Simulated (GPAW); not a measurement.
# Work function of 1T-TaSeTe monolayer at several levels, part 2 of 2

Aim: the work function of both faces of 1T-TaSeTe monolayer, and its spread over functionals and bases.

GPAW 26.7.0; GPAW, PAW setups; layer in a repeated cell with vacuum, relaxation of atoms and in-plane cell (the session's first sound run).

So far, upper work function (eV): step 3 (plane waves, PBE) 4.70; step 4 (GPAW, PAW setups) 5.02; step 5 (RPBE) 4.60; step 6 (LDA) 4.97; step 7 (revPBE) 4.60.

## 8. OptPBE vdW: xc = "optPBE-vdW"

Level of this step: GPAW, PAW setups; slab in vacuum (GPAW).

The same geometry under optPBE-vdW, to see how far the functional moves the levels against the vacuum (the van der Waals functionals take revPBE setups).

run.py reads:

```python
import json
import numpy as np
from ase import Atoms
from gpaw import GPAW, PW

slab = Atoms(
    ['Te', 'Ta', 'Se'],
    positions=[
        [1.79701, 1.03751, 9.00000],
        [-0.00000, -0.00000, 10.89724],
        [-0.00000, 2.07501, 12.48082]],
    cell=[[3.59402, -0.0, 0.0], [-1.79701, 3.11252, 0.0], [0.0, 0.0, 21.4808]],
    pbc=[True, True, False])

slab.calc = GPAW(mode=PW(400), xc='optPBE-vdW', kpts={'size': (9, 9, 1), 'gamma': True},
                 occupations={'name': 'fermi-dirac', 'width': 0.05}, nbands='160%',
                 convergence={'density': 1e-05}, maxiter=200,
                 poissonsolver={'dipolelayer': 'xy'},
                 symmetry={'tolerance': 1e-3}, txt='slab.txt')
result = {}
energy = slab.get_potential_energy()
fermi = slab.calc.get_fermi_level()
v = slab.calc.get_electrostatic_potential().mean((0, 1)) - fermi
n = slab.calc.get_pseudo_density().mean((0, 1))
L = slab.cell[2, 2]
z = np.arange(len(v)) * L / len(v)
low, high = slab.positions[:, 2].min(), slab.positions[:, 2].max()
below, above = np.interp([low - 6.8, high + 6.8], z, v)
slopes = [np.interp(x, z, np.gradient(v, z)) for x in (low - 6.8, high + 6.8)]
eps = np.array([[slab.calc.get_eigenvalues(k, s) for k in range(len(slab.calc.get_ibz_k_points()))]
                for s in range(slab.calc.get_number_of_spins())]) - fermi
top, bottom = eps[eps < 0].max(), eps[eps > 0].min()
dipole = slab.get_dipole_moment()[2]
print(f'energy {energy:.4f} eV, Fermi level {fermi:.4f} eV, dipole {dipole:.5f} e A')
print(f'potential 6.8 A off the faces, from the Fermi level: lower {below:.4f} eV, upper {above:.4f} eV')
print(f'slope of the potential there: lower {slopes[0]:.5f}, upper {slopes[1]:.5f} eV/A')
print(f'nearest levels on the mesh: {top:.4f} and {bottom:.4f} eV')
print('magnetic moment', round(slab.get_magnetic_moment(), 3))
result.update(energy=energy, fermi=fermi, dipole=dipole, below=below, above=above, slopes=slopes, edges=[top, bottom],
              z=z.tolist(), v=v.tolist(), n=n.tolist(), positions=slab.positions.tolist(),
              forces=slab.get_forces(apply_constraint=False).tolist(), moments=slab.get_magnetic_moments().tolist())
json.dump(result, open('result.json', 'w'))
```

Run with:

```bash
OMP_NUM_THREADS=1 OPENBLAS_NUM_THREADS=1 python run.py
```

Log:

```text
energy -61.8629 eV, Fermi level -0.8544 eV, dipole -0.02595 e A
potential 6.8 A off the faces, from the Fermi level: lower 4.4982 eV, upper 4.9140 eV
slope of the potential there: lower 0.00004, upper -0.00004 eV/A
nearest levels on the mesh: -0.0037 and 0.0599 eV
magnetic moment 0.0
```

Elapsed: 27 s, on 1 thread of INTEL XEON PLATINUM 8581C at 2.30GHz (Emerald Rapids), shared host; peak memory 0.37 GiB.

Numbers from this step:

- dipole along the normal: -0.02595 e·Å
- levels nearest the Fermi level on the mesh: -0.003681, 0.05990 eV from the Fermi level
- upper work function: 4.914 eV
- lower work function: 4.498 eV

Electrostatic potential energy of an electron (without an applied field's), less the Fermi level, planar mean against z:

z (Å), electrostatic potential energy of an electron (without an applied field's), less the Fermi level, planar mean (eV) and a bar from the least value:
```
        0        4.7 ##############################
        1        4.5 #############################
        2        4.5 #############################
        3        4.5 ##############################
        4        4.5 ##############################
        5        4.5 #############################
        6        4.5 #############################
        7        4.2 #############################
        8        0.6 #########################
        9      -20.0 
       10       -4.4 ###################
       11      -17.4 ###
       12       -8.2 ##############
       13       -4.2 ###################
       14        4.4 #############################
       15        4.9 ##############################
       16        4.9 ##############################
       17        4.9 ##############################
       18        4.9 ##############################
       19        4.9 ##############################
       20        4.9 ##############################
       21        4.9 ##############################
```

The upper face's work function is 4.914 eV, against 4.697 eV in the first plane-wave PBE run at this geometry.

## 9. Real-space grid: mode = "fd"

A real-space grid is a second complete basis, so it checks the plane-wave result.

run.py, as its differences from that of step 8:

```diff
@@ -3,3 +3,3 @@
 from ase import Atoms
-from gpaw import GPAW, PW
+from gpaw import GPAW
 
@@ -14,3 +14,3 @@
 
-slab.calc = GPAW(mode=PW(400), xc='optPBE-vdW', kpts={'size': (9, 9, 1), 'gamma': True},
+slab.calc = GPAW(mode='fd', h=0.18, xc='PBE', kpts={'size': (9, 9, 1), 'gamma': True},
                  occupations={'name': 'fermi-dirac', 'width': 0.05}, nbands='160%',
```

Log:

```text
energy -18.1503 eV, Fermi level -4.4945 eV, dipole -0.02510 e A
potential 6.8 A off the faces, from the Fermi level: lower 4.2916 eV, upper 4.6975 eV
slope of the potential there: lower -0.00000, upper 0.00000 eV/A
nearest levels on the mesh: -0.0044 and 0.0644 eV
magnetic moment 0.0
```

Run time: 47 s. Hardware: 1 thread; peak memory 0.38 GiB.

Numbers from this step:

- dipole along the normal: -0.02510 e·Å
- levels nearest the Fermi level on the mesh: -0.004368, 0.06441 eV from the Fermi level
- upper work function: 4.698 eV
- lower work function: 4.292 eV

Electrostatic potential energy of an electron (without an applied field's), less the Fermi level, planar mean against z:

z (Å), electrostatic potential energy of an electron (without an applied field's), less the Fermi level, planar mean (eV) and a bar from the least value:
```
        0        4.5 ##############################
        1        4.3 ##############################
        2        4.3 ##############################
        3        4.3 ##############################
        4        4.3 ##############################
        5        4.3 ##############################
        6        4.3 #############################
        7        4.1 #############################
        8        0.5 #########################
        9      -20.0 
       10       -4.3 ###################
       11      -17.5 ###
       12       -8.1 ##############
       13       -4.3 ###################
       14        4.2 #############################
       15        4.7 ##############################
       16        4.7 ##############################
       17        4.7 ##############################
       18        4.7 ##############################
       19        4.7 ##############################
       20        4.7 ##############################
       21        4.7 ##############################
```

The upper face's work function is 4.698 eV, against 4.697 eV in the first plane-wave PBE run at this geometry.

## 10. Atomic orbitals: mode = "lcao"

Atom-centred orbitals end a few angstrom from the surface, which tests how much the density's tail matters.

run.py, as its differences from that of step 9:

```diff
@@ -14,4 +14,4 @@
 
-slab.calc = GPAW(mode='fd', h=0.18, xc='PBE', kpts={'size': (9, 9, 1), 'gamma': True},
-                 occupations={'name': 'fermi-dirac', 'width': 0.05}, nbands='160%',
+slab.calc = GPAW(mode='lcao', basis='dzp', h=0.18, xc='PBE', kpts={'size': (9, 9, 1), 'gamma': True},
+                 occupations={'name': 'fermi-dirac', 'width': 0.05}, nbands='120%',
                  convergence={'density': 1e-05}, maxiter=200,
```

Log:

```text
energy -17.3178 eV, Fermi level -4.3880 eV, dipole -0.03259 e A
potential 6.8 A off the faces, from the Fermi level: lower 4.1245 eV, upper 4.6516 eV
slope of the potential there: lower 0.00000, upper 0.00000 eV/A
nearest levels on the mesh: -0.0094 and 0.0821 eV
magnetic moment 0.0
```

The job ended after 40 s (1 thread; peak memory 0.27 GiB).

This step gave:

| Property | Result |
| --- | --- |
| dipole along the normal | -0.03259 e·Å |
| levels nearest the Fermi level on the mesh | -0.009370, 0.08214 eV from the Fermi level |
| upper work function | 4.652 eV |
| lower work function | 4.125 eV |

Electrostatic potential energy of an electron (without an applied field's), less the Fermi level, planar mean against z:

z (Å), electrostatic potential energy of an electron (without an applied field's), less the Fermi level, planar mean (eV) and a bar from the least value:
```
        0        4.4 ##############################
        1        4.1 #############################
        2        4.1 #############################
        3        4.1 #############################
        4        4.1 #############################
        5        4.1 #############################
        6        4.1 #############################
        7        4.0 #############################
        8        0.5 #########################
        9      -20.1 
       10       -4.6 ###################
       11      -17.6 ###
       12       -8.2 ##############
       13       -4.3 ###################
       14        4.3 ##############################
       15        4.6 ##############################
       16        4.7 ##############################
       17        4.7 ##############################
       18        4.7 ##############################
       19        4.7 ##############################
       20        4.7 ##############################
       21        4.7 ##############################
```

The upper face's work function is 4.652 eV, against 4.697 eV in the first plane-wave PBE run at this geometry.

## 11. Cost and result by level

Times are for 1 thread of INTEL XEON PLATINUM 8581C at 2.30GHz (Emerald Rapids), shared host. Results by setting:

| no. | run | upper work function (eV) | lower work function (eV) | time | memory (GiB) |
| --- | --- | --- | --- | --- | --- |
| 1 | pw | 4.697 | 4.289 | 16 s | 0.21 |
| 2 | vdW DF2 | 5.023 | 4.608 | 26 s | 0.37 |
| 3 | RPBE | 4.600 | 4.176 | 16 s | 0.21 |
| 4 | LDA | 4.969 | 4.581 | 16 s | 0.2 |
| 5 | revPBE | 4.599 | 4.181 | 18 s | 0.21 |
| 6 | optPBE vdW | 4.914 | 4.498 | 27 s | 0.37 |
| 7 | fd | 4.698 | 4.292 | 47 s | 0.38 |
| 8 | lcao | 4.652 | 4.125 | 40 s | 0.27 |

## 12. Side by side

Results and costs are gathered.

This step: comparison of work functions, dipole and cost (GPAW 26.7.0).

Ladder, by row:

| step | code | work function, upper (eV) | work function, lower (eV) | dipole (e Å) | wall time (s) | peak memory (GiB) | threads |
| --- | --- | --- | --- | --- | --- | --- | --- |
| pw | GPAW | 4.697 | 4.289 | -0.02548 | 16.23 | 0.21 | 1 |
| vdW-DF2 | GPAW | 5.023 | 4.608 | -0.02588 | 26.38 | 0.37 | 1 |
| RPBE | GPAW | 4.6 | 4.176 | -0.02646 | 16.36 | 0.21 | 1 |
| LDA | GPAW | 4.969 | 4.581 | -0.02421 | 15.5 | 0.2 | 1 |
| revPBE | GPAW | 4.599 | 4.181 | -0.02606 | 17.63 | 0.21 | 1 |
| optPBE-vdW | GPAW | 4.914 | 4.498 | -0.02595 | 27.42 | 0.37 | 1 |
| fd | GPAW | 4.698 | 4.292 | -0.0251 | 46.75 | 0.38 | 1 |
| lcao | GPAW | 4.652 | 4.125 | -0.03259 | 40.09 | 0.27 | 1 |

## 13. Results

```yaml
work_function_upper_and_lower_face: 4.697 and 4.289 eV
dipole_along_the_normal: -0.0255 e Å
```

In words: With plane waves and PBE the work function is 4.70 eV on the upper face and 4.29 eV on the lower. The two faces differ by 0.41 eV, the step that the slab's dipole makes (e p/(ε0 A) gives 0.41 eV), so the dipole layer is needed. Over the sound runs of the table the upper face's work function spans 4.599 (revPBE) to 5.023 eV (vdW-DF2). The starting lattice was a guess from atomic radii; the relaxation moved it by -6 %. The relaxation of atoms and cell ran in a fully periodic cell without the dipole layer, so the atoms of this polar layer felt a small spurious field. The cell holds an odd number of electrons, so without spin polarisation it must come out metallic and without a moment, whatever its true state. The layer's cell and atoms come from the relaxation; spin-orbit coupling and temperature are left out.

[Logs are printed without paths, hosts, clocks, repeated set-up lines and the standing remarks that a program may print on its own settings, such as how far it seeks lower states.]

[Hosts, paths, dates, database ids (printed as entryN), source tags and the programs' standing remarks are cut or masked in the printed files.]
